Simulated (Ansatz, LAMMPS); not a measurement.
# Amorphous poly(propylene oxide) (as short chains C35O12H72), from a frame at 260 K (238 atoms): geometry optimisation, part 3 of 3

How does amorphous poly(propylene oxide) (as short chains C35O12H72), from a frame at 260 K (238 atoms) relax, and what do bonds, charges and levels look like afterwards?

Ansatz 0.2.0; Kohn-Sham DFT, PBE+D3(BJ), PAW (set soft_2), plane waves.

The cell: 70 C, 24 O and 144 H. The network of contacts between molecules at the start is that of the classical potential that made the cell. The density was typed from a rule of thumb and may lie off the real one at this temperature. Sampling is at Γ alone, for a cell whose shortest periodic width is 13 Å.

So far. Step 4 (Relaxation): The relaxation changed the energy by -38.0 meV/atom, and atoms moved by 0.51 Å r.m.s., 1.4 Å at most.

### 6. Single point at the relaxed geometry

The electronic structure is read at the final geometry, in a run of its own.

Contents of input.yaml:

```yaml
crystal:
  lattice:
    - [13.01425, 0.0, 0.0]
    - [0.0, 13.01425, 0.0]
    - [0.0, 0.0, 13.01425]
  atoms:
    - { symbol: C, position: [0.58952, 0.17953, 0.98401] }
    - { symbol: O, position: [0.61854, 0.24619, 0.90293] }
    - { symbol: C, position: [0.72299, 0.27619, 0.91248] }
    - { symbol: C, position: [0.74768, 0.35742, 0.83107] }
    - { symbol: C, position: [0.73238, 0.31868, 0.72207] }
    - { symbol: O, position: [0.84795, 0.40018, 0.84975] }
    - { symbol: C, position: [0.93442, 0.33425, 0.83426] }
    - { symbol: C, position: [0.9924, 0.35871, 0.73472] }
    - { symbol: C, position: [0.03486, 0.46771, 0.73487] }
    - { symbol: O, position: [0.07023, 0.28092, 0.72754] }
    - { symbol: C, position: [0.13187, 0.28903, 0.63729] }
    - { symbol: C, position: [0.17168, 0.18494, 0.60326] }
    - { symbol: C, position: [0.21346, 0.19092, 0.49388] }
    - { symbol: O, position: [0.25071, 0.15168, 0.67335] }
    - { symbol: C, position: [0.26051, 0.04261, 0.67312] }
    - { symbol: C, position: [0.36384, 0.00684, 0.71457] }
    - { symbol: C, position: [0.38996, 0.04855, 0.82066] }
    - { symbol: O, position: [0.44419, 0.02137, 0.63999] }
    - { symbol: C, position: [0.49363, 0.11923, 0.63581] }
    - { symbol: C, position: [0.53881, 0.13025, 0.5278] }
    - { symbol: C, position: [0.606, 0.04008, 0.49674] }
    - { symbol: O, position: [0.60124, 0.22157, 0.52358] }
    - { symbol: C, position: [0.55062, 0.31233, 0.49031] }
    - { symbol: C, position: [0.53161, 0.31885, 0.37443] }
    - { symbol: C, position: [0.52195, 0.43051, 0.34005] }
    - { symbol: O, position: [0.44083, 0.25992, 0.35251] }
    - { symbol: C, position: [0.42542, 0.23603, 0.24716] }
    - { symbol: C, position: [0.34811, 0.14783, 0.24125] }
    - { symbol: C, position: [0.39253, 0.04712, 0.28086] }
    - { symbol: O, position: [0.31699, 0.14157, 0.13588] }
    - { symbol: C, position: [0.23352, 0.07277, 0.11841] }
    - { symbol: C, position: [0.16345, 0.11777, 0.03559] }
    [... 200 atom lines left out ...]
    - { symbol: H, position: [0.74501, 0.95461, 0.86643] }
    - { symbol: H, position: [0.61124, 0.92735, 0.86767] }
    - { symbol: H, position: [0.66368, 0.00404, 0.76776] }
    - { symbol: H, position: [0.79304, 0.62109, 0.83801] }
    - { symbol: H, position: [0.71814, 0.63805, 0.72375] }
    - { symbol: H, position: [0.84239, 0.69603, 0.73348] }
kpoints:
  mp_grid: { grid: [1, 1, 1] }
hamiltonian:
  xc: pbe
  dispersion: d3bj
scf:
  occupations: { method: fermi_dirac, width: 0.025 }
output:
  forces: true
  stress: true
  populations: true
  dos:
    method: { smearing: { sigma: 0.1 } }
    de: 0.1
    projected: { site_lists: { C: [C], H: [H], O: [O] } }
  eigenvalues: true
  write_density: true
  write_potential: true
  volumetric_format: npy
  elf: true
```

Command:

```sh
> ansatz run input.yaml --threads 4 --pin off --max-ram 8192MiB --backend cpu --events-out ev --progress --plain --runs-dir out
```

Numbers of over 12 decimals in the logs are rounded to 6 here.

Log:

```text
[...]
Crystal: 238 atoms, lattice volume = 2204.233 Å³
Basis set: ecut = 420 eV, 43003 PW (Γ), exchange–correlation on 180×180×180 points (8 copies of the dense FFT grid, shifted against one another)
Bands: 522, of which v1, the nominal top of the filled ones, is band 284 counted from 1 (283 counted from 0)
Symmetry: 1 space group operations
[...]
k-points: 1
[...]
SCF iter   1: F=—  HF=-33487.924720 eV  |F-HF|=—  |Δ(HF+E_count)|=         —  Δρ=4.88e-3  dr2=5.99e-1  ethr=1.77e-3  ⟨swp⟩=6.0  Hψ=2383  notcnv=0  defer=42
[...]
SCF iter   9: F=-33487.906202 eV  HF=-33487.906202 eV  |F-HF|=1.52e-8  |Δ(HF+E_count)|=   9.41e-8  Δρ=1.47e-6  dr2=6.39e-8  ethr=1.76e-11  ⟨swp⟩=16.0  Hψ=4462  notcnv=0
SCF 1 converged in 9 iterations: F = -33487.906202 eV  dr2 = 6.39e-8
[...]
WARN: The input density's exchange-correlation potential varies sharply where the density is thin. Do not read a vacuum level from v_tot or v_xc, or from such a field of the output density. On a cell that repeats whose density bears no net charge and no dipole along the vacuum's axis use v_es (v_loc + v_h of the components); [...]
SCF converged after 9 iterations
Free energy (F): -33487.906202 eV
[...]
Internal energy: -33487.906202 eV  (E = F + TS)
E sigma→0 (E₀):  -33487.906202 eV
Fermi energy:    1.987266 eV
[...]
--- Forces (eV/Å), atoms counted from 1 ---
  atom   1  C      0.00043551     0.00254052    -0.00121679
  atom   2  O      0.00601545     0.00060966     0.00207938
  atom   3  C     -0.00629102     0.00058494    -0.00293914
  atom   4  C     -0.00518623    -0.00480942    -0.00252154
  atom   5  C      0.00225947    -0.00192951     0.00375324
  atom   6  O      0.00372264     0.00030423    -0.00067034
  atom   7  C     -0.00203186     0.00264138    -0.00188668
  atom   8  C     -0.00078496    -0.00200679    -0.00227498
  atom   9  C     -0.00158433     0.00162260    -0.00175759
  atom  10  O     -0.00006156    -0.00169279     0.00112462
  atom  11  C     -0.00267107    -0.00280066    -0.00500637
  atom  12  C      0.00079209     0.00145337     0.00005715
  atom  13  C     -0.00110662    -0.00135518     0.00026678
  atom  14  O      0.00159495    -0.00305480    -0.00067534
[...]
atom 237  H      0.00393561     0.00354378     0.00591811
  atom 238  H     -0.00412674    -0.00116401     0.00544659
  max |Σ_I F_I| component: 1.03e-4 eV/Å
--- Stress (GPa, compression-positive) ---
       -0.165003       0.055076       0.014504
        0.055076      -0.104850       0.015153
        0.014504       0.015153      -0.123501
  P = ⅓ Tr σ = -0.1311 GPa (-1.311 kbar)
--- Band table (eV) ---
[...]
--- Löwdin populations: 238 sites ---
  site symbol       q [e]
     0      C      4.2153
     1      O      6.3310
     2      C      4.0586
[...]
237      H      0.8383
  spilling = 0.012438 (of n_electrons = 568.000000)
```

Wall time 47 s (4 threads of Arm Neoverse V2, shared host); peak memory 3.1 GiB; 3 min of CPU time.

The program notes that the exchange-correlation potential is rough where the density is thin.

Read from the output:

```yaml
free_energy: -33487.9062 eV
free_energy_per_atom: -140.7055 eV/atom
scf_cycles: 9
pressure: -0.1311 GPa
r_m_s_force_component: 0.00387 eV/Å
longest_force: 0.02627 eV/Å
fermi_energy: 1.987 eV
spacing_of_highest_filled_and_lowest_empty_level: 4.6 eV
spilling_of_the_projection: 0.01244
```

Löwdin charges by element (they lack the spilled electrons, 0.030 e an atom on average):

```
element  coordination  atoms  mean charge (e)  spread   least    most
      C           all     70           -0.138   0.238  -0.477   0.132
      H           all    144            0.174  0.0172   0.138   0.209
      O           all     24           -0.350  0.0074  -0.360  -0.331
```

States in the cell by windows of 1 eV, zero at the Fermi level; the larger projections on atomic orbitals stand beside the total:

```
from (eV)  to (eV)  total   C p   H s   O p
      -10       -9   38.7  21.5   6.4   8.8
       -9       -8   47.2  26.8   8.1  10.1
       -8       -7   50.9  29.3  10.8   8.9
       -7       -6   73.2  42.0  21.7   7.3
       -6       -5   71.0  40.4  20.6   8.5
       -5       -4   48.9  15.5  10.2  20.1
       -4       -3   15.0   2.3   2.4   9.9
       -3       -2   34.9   5.5   4.7  23.7
       -2        2    0.0   0.0   0.0   0.0
        2        3   14.3   1.8   5.6   0.2
        3        4   39.2   9.2  12.0   1.1
        4        5   55.7  13.5  15.4   2.1
```

Between -24 and -10 eV lie 188 more states.

The levels nearest the highest filled one (over half full), pooled over k-points and spins:

```
level less the highest filled one (eV)  occupation
                                -0.282           2
                                -0.252           2
                                -0.226           2
                                -0.148           2
                               -0.0378           2
                                     0           2
                                  4.60           0
                                  4.85           0
                                  4.98           0
                                  5.03           0
                                  5.05           0
                                  5.14           0
```

ELF in the ac plane at fractional y = 0.016, with atoms of C and O and H within 0.2 Å of it. It is the smooth field of the valence electrons, not physical close to the nuclei.

Ten even steps from '0' (0.00 × 1e-1) to '9' (9.99 × 1e-1), each cell a mean:
```
13576420000012100000000000000000489851
67435531001689732442000000013200699985
78448885104999867998200111247620278875
33347773002789758999401244445510002343
20002211100136656776100589973100112444
31000168973246785200000699993003545565
10000599996784255332000158851002455444
00000168863686477687200000000000258873
35530014788741377577200013310002455454
68861003999940278863001379971002575256
78851000477720145310145689993000245435
45420000001100000001586468872000122101
00000000000000000002577666520001454100
00000000000000354100135788720000232000
00000000000003799830003787300220000000
41000000000235788741000221037995001566
95000000001688755665300000189997215999
84000134200589758999820000047875666799
41000588730135558998500000124523885476
72000478753100013541000003666654556899
61000024688730000001354103787652115999
01453102699961000015898301577752001563
26888620368840000014776200023320000000
15767840012100000000221000000000012100
```
Columns run along a (13.0 Å), rows up along c (13.0 Å). Atoms in or near the plane, at fractional coordinates: C at (0.36, 0.71), O at (0.44, 0.64), C at (0.07, 0.90), C at (0.91, 0.61), H at (0.25, 0.59), H at (0.20, 0.72), H at (0.33, 0.88), H at (0.46, 0.85), H at (0.67, 0.55), H at (0.46, 0.24), H at (0.91, 0.92), C at (0.80, 0.22), H at (0.77, 0.30), H at (0.95, 0.15) and more.

Electrostatic potential energy in the ac plane at fractional y = 0.016, with atoms of C and O and H within 0.2 Å of it. With pseudopotentials it is smooth inside the atoms' cores, unlike the true potential.

Values in eV, 13 rows by 16 columns, each cell a mean:
```
 -7 -24  -1   4   4   4   5   5   5   5   5   5   5   4  -9  -5
-12 -23  -5   4   3 -17  -9 -13   2   5   4   3   4   4  -3 -17
  3   4   4   4   3  -5 -22  -4   4   4  -7  -1   4   4  -2  -8
  4   5   2 -18 -14 -24 -26  -2   5   5   0   2   4   3 -18 -19
 -1   5   5  -6 -24  -4 -15 -31   2   5   4   4   4   1 -22 -16
-13   4   5   1  -7   4   4   1   4  -3 -11  -3   4   2 -14 -11
  5   5   5   4   4   5   5   5   2 -23 -17   3   5   4   3   4
  5   5   5   5   5   4   2   3   4   2  -2   4   5   4   4   4
  4   5   5   5   4   0 -11   0   5   5   4   3  -6   3   3  -1
  4   5   4   4   4  -7 -21 -16   2   5   5   2 -21 -17 -16 -18
  4   5   3   0   2   4   4   1   4   5   5  -1 -20 -15 -12 -15
  5   5   4  -5 -13   4   5   5   3   2   5   1  -2   4   4  -2
  2 -25  -5   3   3   4   5   5   4   3   5   5   6   5   5   5
```
Columns run along a (13.0 Å; values clipped at the 3rd and 97th percentile), rows up along c (13.0 Å). Atoms in or near the plane, at fractional coordinates: C at (0.36, 0.71), O at (0.44, 0.64), C at (0.07, 0.90), C at (0.91, 0.61), H at (0.25, 0.59), H at (0.20, 0.72), H at (0.33, 0.88), H at (0.46, 0.85), H at (0.67, 0.55), H at (0.46, 0.24), H at (0.91, 0.92), C at (0.80, 0.22), H at (0.77, 0.30), H at (0.95, 0.15) and more.

Mean Löwdin charges: C -0.14, H +0.17, O -0.35 e (they miss 1.2 % of the electrons, so they add up to more than the cell's charge). The largest share in the top eV of filled states is O p (69 % of the projected weight), and in the lowest eV of empty states H s (52 % of the projected weight).

The surroundings of O161, one of the 24 O atoms, nearest first, numbered as they follow in the input and with coordinates relative to it.

```
atom      x      y      z  distance (Å)  bonds  Löwdin charge (e)
O161   0.00   0.00   0.00          0.00      2              -0.36
C159  -1.06  -0.14  -0.96          1.43      4               0.13
C162  -0.36   0.73   1.18          1.43      4              -0.08
H226  -1.67   0.78  -0.95          2.07      1               0.16
H230  -0.91   1.64   0.89          2.07      1               0.17
H231  -1.03   0.13   1.83          2.10      1               0.17
C160  -0.41  -0.34  -2.32          2.38      4              -0.46
C163   0.89   1.11   1.97          2.43      4               0.12
C158  -1.98  -1.31  -0.62          2.46      4              -0.07
H232   1.72   1.29   1.26          2.49      1               0.15
H237   1.16  -1.54   1.57          2.49      1               0.18
H227   0.30   0.47  -2.51          2.57      1               0.19
H224  -1.37  -2.19  -0.38          2.61      1               0.16
H228   0.14  -1.29  -2.36          2.69      1               0.18
```

The column of bonds counts only the pairs H-C within 1.34 Å, C-C within 1.85 Å, C-O within 1.73 Å; other neighbours, such as metal atoms beside each other in a compound, aren't counted, and periodic images can show an atom twice.

### 7. Summary of results

```json
{
  "energy change in the relaxation": "-37.99 meV/atom",
  "r.m.s. displacement": "0.511 Å",
  "largest displacement": "1.408 Å",
  "free energy per atom": "-140.7055 eV/atom",
  "pressure": "-0.1311 GPa",
  "r.m.s. force component": "0.00387 eV/Å",
  "gap (highest filled to lowest empty level)": "4.6 eV",
  "wall time of the 3 DFT runs": "7.1 min"
}
```

Relaxation lowers the energy by 38.0 meV/atom and moves atoms by 0.51 Å r.m.s.; the r.m.s. force component goes from 0.82 to 0.0039 eV/Å, the pressure goes from 1.9 to -0.13 GPa, and the gap from 4.39 to 4.60 eV. By the final cutoffs no bond was broken or made. From the first step to the last the energy fell by 9.042 eV, and the largest move was 1.41 Å (H97). The C-C bonds go from 1.516 Å (spread 0.029) to 1.524 Å (spread 0.005). Counting bonds as in the table, all C atoms have 4, all H atoms have 1 and all O atoms have 2 bonded neighbours. Filled and empty levels are parted by 4.60 eV (at Γ alone); a semilocal functional tends to put such gaps too low. In a disordered cell it changes from sample to sample, and tail or defect levels can set it.

**Limits.** The network of contacts between molecules at the start is that of the classical potential that made the cell; in DFT atoms moved by 0.51 Å r.m.s.

[Logs are printed without paths, hosts, clocks, repeated set-up lines and the standing remarks that a program may print on its own settings, such as how far it seeks lower states.]

[Hosts, paths, dates, database ids (printed as entryN), source tags and the programs' standing remarks are cut or masked in the printed files.]
